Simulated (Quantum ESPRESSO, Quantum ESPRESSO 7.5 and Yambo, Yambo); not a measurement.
# A GW chain in Yambo: TePb (Fm-3m)

How does a plane-wave GW calculation on TePb (Fm-3m) run from the first input to the gap?

Calculated with Quantum ESPRESSO 7.5 and Yambo 5.3.0; PBE and many-body steps on it, plane waves.

**Experimental background.**

- Gap 0.19 eV: direct gap at L; earlier experiment (Expt. column of Table 1); 4 K; bulk crystal (literature value) (quoted in “Electronic band structure of epitaxial PbTe (111) thin films observed by angle-resolved photoemission spectroscopy”, 2017, arxiv:1704.07516).

- Gap 0.32 eV: direct gap at L; earlier experiment (Expt. column of Table 1); 300 K; bulk crystal (literature value) (quoted in “Electronic band structure of epitaxial PbTe (111) thin films observed by angle-resolved photoemission spectroscopy”, 2017, arxiv:1704.07516).

- Gap 0.37 eV: thermally activated gap from Seebeck maximum; Seebeck coefficient maximum; bulk crystal (Bridgman-grown p-type crystal, maximum near 450-500 K) (“Site-Specific Contributions to the Band Inversion in a Topological Crystalline Insulator”, 2015, arxiv:1506.06328).

Report form: the programs' logs are mostly left out.

## 1. The starting structure

It takes space group Fm-3m (No. 225, cubic). The conventional cell has a = 6.462 Å, b = 6.462 Å, c = 6.462 Å, α = 90.00°, β = 90.00°, γ = 90.00°. Te has 6 Pb at 3.23 Å nearest. Nearest to Pb lie 6 Te at 3.23 Å. Farther neighbours and most contacts between anions are not listed.

The cell and positions come from the Crystallography Open Database and are kept as given unless a step says otherwise. Spin-orbit coupling is left out unless a step names it.

## 2. Ground state

This step: Quantum ESPRESSO 7.5; DFT, PBE, plane waves, norm-conserving pseudopotentials.

The ground-state density comes first.

File pw.in:

```
&control
  calculation = 'scf'
  prefix = 'x'
  outdir = 'o'
  pseudo_dir = 'pseudo'
/
&system
  ibrav = 0
  nat = 2
  ntyp = 2
  ecutwfc = 88.0
  nbnd = 28
  force_symmorphic = .true.
/
&electrons
  conv_thr = 1e-10
  electron_maxstep = 80
  mixing_beta = 0.5
/
ATOMIC_SPECIES
  Te 127.6 Te.upf
  Pb 207.2 Pb.upf
CELL_PARAMETERS angstrom
  -0.0000000000 3.2310000000 3.2310000000
  3.2310000000 0.0000000000 3.2310000000
  3.2310000000 3.2310000000 0.0000000000
ATOMIC_POSITIONS crystal
  Te 0.5000000000 0.5000000000 0.5000000000
  Pb 0.0000000000 0.0000000000 0.0000000000
K_POINTS automatic
  6 6 6 0 0 0
```

The run is started by

```console
OMP_NUM_THREADS=1 mpirun -n 8 pw.x -nk 8 -in pw.in > pw.out
```

Wall time 7.8 s (8 MPI ranks of Arm Neoverse V2, shared host); peak memory 0.7 GiB.

Numbers from this step:

| Quantity | Value |
| --- | --- |
| total energy | -13342.1043 eV |
| gap | 0.7378 eV |
| k of the valence top | 0, 0, -0.5 |
| k of the conduction bottom | 0, 0, -0.5 |
| least direct gap | 0.7378 eV |

The gap is direct, at (0.000, 0.000, -0.500).

## 3. Bands along the symmetry lines

Levels along a band path, at the cheap level, show where the edges lie and whether the meshes to come will hold them.

File pw.in:

```
&control
  calculation = 'bands'
  prefix = 'x'
  outdir = 'o'
  pseudo_dir = 'pseudo'
/
&system
  ibrav = 0
  nat = 2
  ntyp = 2
  ecutwfc = 88.0
  nbnd = 29
  force_symmorphic = .true.
/
&electrons
  conv_thr = 1e-9
  electron_maxstep = 80
  diago_full_acc = .true.
  diago_thr_init = 5e-6
/
ATOMIC_SPECIES
  Te 127.6 Te.upf
  Pb 207.2 Pb.upf
CELL_PARAMETERS angstrom
  -0.0000000000 3.2310000000 3.2310000000
  3.2310000000 0.0000000000 3.2310000000
  3.2310000000 3.2310000000 0.0000000000
ATOMIC_POSITIONS crystal
  Te 0.5000000000 0.5000000000 0.5000000000
  Pb 0.0000000000 0.0000000000 0.0000000000
K_POINTS crystal
  50
  0.00000000 0.00000000 0.00000000 1
  0.06250000 0.00000000 0.06250000 1
  0.12500000 0.00000000 0.12500000 1
  0.18750000 0.00000000 0.18750000 1
  0.25000000 0.00000000 0.25000000 1
  0.31250000 0.00000000 0.31250000 1
  0.37500000 0.00000000 0.37500000 1
  0.43750000 0.00000000 0.43750000 1
  0.50000000 0.00000000 0.50000000 1
  0.51562500 0.03125000 0.51562500 1
  0.53125000 0.06250000 0.53125000 1
  0.54687500 0.09375000 0.54687500 1
  0.56250000 0.12500000 0.56250000 1
  0.57812500 0.15625000 0.57812500 1
  0.59375000 0.18750000 0.59375000 1
  0.60937500 0.21875000 0.60937500 1
  0.62500000 0.25000000 0.62500000 1
  0.37500000 0.37500000 0.75000000 1
  0.32812500 0.32812500 0.65625000 1
  0.28125000 0.28125000 0.56250000 1
  0.23437500 0.23437500 0.46875000 1
  0.18750000 0.18750000 0.37500000 1
  0.14062500 0.14062500 0.28125000 1
  0.09375000 0.09375000 0.18750000 1
  0.04687500 0.04687500 0.09375000 1
  0.00000000 0.00000000 0.00000000 1
  0.06250000 0.06250000 0.06250000 1
  0.12500000 0.12500000 0.12500000 1
  0.18750000 0.18750000 0.18750000 1
  0.25000000 0.25000000 0.25000000 1
  0.31250000 0.31250000 0.31250000 1
  0.37500000 0.37500000 0.37500000 1
  0.43750000 0.43750000 0.43750000 1
  0.50000000 0.50000000 0.50000000 1
  0.50000000 0.46875000 0.53125000 1
  0.50000000 0.43750000 0.56250000 1
  0.50000000 0.40625000 0.59375000 1
  0.50000000 0.37500000 0.62500000 1
  0.50000000 0.34375000 0.65625000 1
  0.50000000 0.31250000 0.68750000 1
  0.50000000 0.28125000 0.71875000 1
  0.50000000 0.25000000 0.75000000 1
  0.50000000 0.21875000 0.71875000 1
  0.50000000 0.18750000 0.68750000 1
  0.50000000 0.15625000 0.65625000 1
  0.50000000 0.12500000 0.62500000 1
  0.50000000 0.09375000 0.59375000 1
  0.50000000 0.06250000 0.56250000 1
  0.50000000 0.03125000 0.53125000 1
  0.50000000 0.00000000 0.50000000 1
```

The job ended after 5.7 s (8 MPI ranks; peak memory 0.61 GiB).

Numbers from this step:

```
gap                        : 0.7378 eV
k of the valence top       : 0.5, 0.5, 0.5
k of the conduction bottom : 0.5, 0.5, 0.5
least direct gap           : 0.7378 eV
```

The gap is 0.738 eV, as in the run before at this level.

Electronic bands along the path, in eV, zero at the top of the highest filled band:

```csv
point,band 20,band 21,band 22,band 23,band 24,band 25,band 26,band 27
Γ,-5.60,-1.35,-1.35,-1.35,4.08,4.08,4.08,5.83
halfway,-6.85,-2.15,-2.15,-1.40,2.60,4.07,4.50,4.50
X,-7.29,-4.49,-2.80,-2.80,3.30,5.47,5.47,6.70
halfway,-7.52,-4.40,-2.67,-2.59,3.61,4.91,5.05,6.49
U,-7.96,-4.11,-2.30,-2.08,3.58,3.79,5.14,5.95
jump to K,-7.96,-4.11,-2.30,-2.08,3.58,3.79,5.14,5.95
halfway,-7.31,-2.46,-0.76,-0.14,1.34,1.64,4.24,6.13
Γ,-5.60,-1.35,-1.35,-1.35,4.08,4.08,4.08,5.83
halfway,-7.02,-1.18,-1.18,-0.65,2.13,2.46,2.46,5.97
L,-8.59,-0.89,-0.89,0.00,0.74,1.28,1.28,8.39
halfway,-8.32,-2.77,-2.56,-0.46,1.34,3.57,4.03,6.85
W,-7.98,-3.78,-3.78,-0.36,1.68,5.23,5.23,6.85
halfway,-7.66,-4.30,-3.13,-1.85,3.67,3.92,5.79,6.29
X,-7.29,-4.49,-2.80,-2.80,3.30,5.47,5.47,6.70
```

## 4. Empty states on the mesh, 4×4×4 mesh, 456 bands

The sums over transitions need many empty states on a uniform mesh; this step solves for them.

File pw.in:

```
&control
  calculation = 'nscf'
  prefix = 'x'
  outdir = 'o'
  pseudo_dir = 'pseudo'
/
&system
  ibrav = 0
  nat = 2
  ntyp = 2
  ecutwfc = 88.0
  nbnd = 456
  force_symmorphic = .true.
/
&electrons
  conv_thr = 1e-9
  electron_maxstep = 80
  diago_full_acc = .true.
  diago_thr_init = 5e-6
/
ATOMIC_SPECIES
  Te 127.6 Te.upf
  Pb 207.2 Pb.upf
CELL_PARAMETERS angstrom
  -0.0000000000 3.2310000000 3.2310000000
  3.2310000000 0.0000000000 3.2310000000
  3.2310000000 3.2310000000 0.0000000000
ATOMIC_POSITIONS crystal
  Te 0.5000000000 0.5000000000 0.5000000000
  Pb 0.0000000000 0.0000000000 0.0000000000
K_POINTS automatic
  4 4 4 0 0 0
```

The run is started by

```console
OMP_NUM_THREADS=1 mpirun -n 8 pw.x -nk 4 -in pw.in > pw.out
```

The job ended after 57 s (8 MPI ranks; peak memory 1.6 GiB; 7.6 min of CPU time).

Numbers from this step:

```
gap                                                           : 0.7378 eV
k of the valence top                                          : 0, 0, -0.5
k of the conduction bottom                                    : 0, 0, -0.5
least direct gap                                              : 0.7378 eV
k points computed                                             : 8
lowest point of the top converged band, above the valence top : 186.0499 eV
```

On this mesh the gap is 0.738 eV.

## 5. Conversion and set-up

This step: Yambo 5.3.0; conversion and set-up on PBE, plane waves, norm-conserving pseudopotentials.

The states are converted to the many-body program's format and the q mesh is built.

The run is started by

```console
(cd o/x.save; p2y > p2y.log; mv SAVE ../..); yambo > setup.log
```

The job ended after 3.2 s (1 MPI rank; peak memory 0.26 GiB).

## 6. Screening and self-energy, 4×4×4 mesh, 199 bands, screening to 210.9 eV

Now the one-shot GW correction: screening in the RPA, then the self-energy of the levels asked for.

This step: G0W0 on PBE, plane waves, norm-conserving pseudopotentials.

File gw2.in:

```
HF_and_locXC
gw0
dyson
ppa
em1d
rim_cut
RandQpts= 1000000
RandGvec= 1 RL
EXXRLvcs= 88 Ry
VXCRLvcs= 352 Ry
Chimod= "HARTREE"
% BndsRnXp
 1 | 199 |
%
NGsBlkXp= 15.5 Ry
% LongDrXp
 1 | 1 | 1 |
%
% GbndRnge
 1 | 199 |
%
DysSolver= "n"
ExtendOut
PPAPntXp= 27.21138 eV
% QPkrange
 3 | 3 | 22 | 25 |
 1 | 1 | 22 | 25 |
%
```

The run is started by

```console
OMP_NUM_THREADS=1 mpirun -n 8 yambo -F gw2.in -J gw2 -C gw2 > gw2.log
```

The job ended after 4.8 min (8 MPI ranks; peak memory 4.6 GiB).

Numbers from this step:

```yaml
g0w0_gap_on_the_points_computed: 0.9134 eV
starting_gap_on_the_mesh: 0.7378 eV
k_of_the_valence_top: 0, 0, -0.5
k_of_the_conduction_bottom: 0, 0, -0.5
least_direct_g0w0_gap_on_the_computed_points: 0.9134 eV
z_at_the_valence_top: 0.7968
z_at_the_conduction_bottom: 0.8061
```

The gap on the mesh goes from 0.74 eV to 0.91 eV, a correction of +0.18 eV.

Limits: finite bands, cutoff and mesh; model gap, bands may invert with spin-orbit coupling; no spin-orbit coupling; coarse k mesh. v1 is the top filled band, c1 the lowest empty one. The levels before and after the correction (eV, zero at the valence-band top of each column):

```csv
,conduction bottom,valence top
Kohn-Sham,0.74,0.00
G0W0,0.91,0.00
```

```csv
,level,energy (eV)
Kohn-Sham,(0 0 -0.5) v2,-0.888
Kohn-Sham,(0 0 -0.5) v1,0.000
Kohn-Sham,(0 0 -0.5) c1,0.738
Kohn-Sham,(0 0 -0.5) c2,1.276
G0W0,(0 0 -0.5) v2,-1.055
G0W0,(0 0 -0.5) v1,0.000
G0W0,(0 0 -0.5) c1,0.913
G0W0,(0 0 -0.5) c2,1.455
```

## 7. Where the time went

Times are wall times on the hardware named with each run, good to a factor of about two.

```csv
step,time,share,memory (GiB)
ground state,7.8 s,2 %,0.7
bands along the symmetry lines,5.7 s,2 %,0.61
empty states on the mesh,57 s,16 %,1.6
conversion and set-up,3.2 s,1 %,0.26
screening and self-energy,4.8 min,80 %,4.6
```

## 8. Outcome

```
PBE gap              : 0.74 eV, direct
G0W0 gap on the mesh : 0.91 eV
GW settings          : 4×4×4 mesh, 199 bands, screening to 210.9 eV, Godby-Needs plasmon pole
known limits         : not at the basis limit; model gap, bands may invert with spin-orbit coupling; no spin-orbit coupling; coarse k mesh
```

**Reading.** G0W0 moves the gap on the mesh from 0.74 eV to 0.91 eV (+0.18 eV), with Z of 0.80 and 0.81 at the edges. Only 2 of the mesh's irreducible points were corrected, so a valley elsewhere could overtake. The dearest step here is «screening and self-energy». Against experiment, by G0W0@PBE: the direct gap of 0.91 eV lies +0.72 eV from the measured 0.19 eV (direct, 4 K, quoted 2017); the direct gap of 0.91 eV lies +0.59 eV from the measured 0.32 eV (direct, 300 K, quoted 2017); the gap of 0.91 eV lies +0.54 eV from the measured 0.37 eV (transport, 2015). An exciton line or allowed optical edge lies below the quasiparticle gap by the binding energy; a forbidden edge can push the onset above it. The calculation has static nuclei and no excitons; a measured gap holds zero-point and thermal motion, which in such lone-pair compounds can raise it as well as lower it. With atoms this heavy the missing spin-orbit coupling can matter too. Bands and cutoff are finite, so the gap is not at the basis limit. The miss can reach some tenths of an eV and take either sign; the mesh is an error of its own. In the G0W0 run levels were corrected at 2 k points alone, so a gap called «on the mesh» is the least over those, and an edge elsewhere would be missed. The 4×4×4 mesh is coarse for this cell, which bears on the long-range parts of exchange and screening. Where an edge is built on 6p states of lead, bismuth or thallium, scalar-relativistic gaps usually stand too wide, by a few tenths to over one eV. With atoms this heavy and so narrow a gap, spin-orbit coupling can invert the bands. These scalar-relativistic gaps are then model values, not to be set against experiment, and a spin-orbit change taken from DFT can't simply be added.

[Paths, hosts, dates, memory and timing lines, banners, echoed tables and standing remarks are left out of the program output.]

[Logs are printed without paths, hosts, clocks, repeated set-up lines and the standing remarks that a program may print on its own settings, such as how far it seeks lower states.]

[Runs of the session that timed out or met a known fault of the program may be left out.]

[Hosts, paths, dates, database ids (printed as entryN), source tags and the programs' standing remarks are cut or masked in the printed files.]
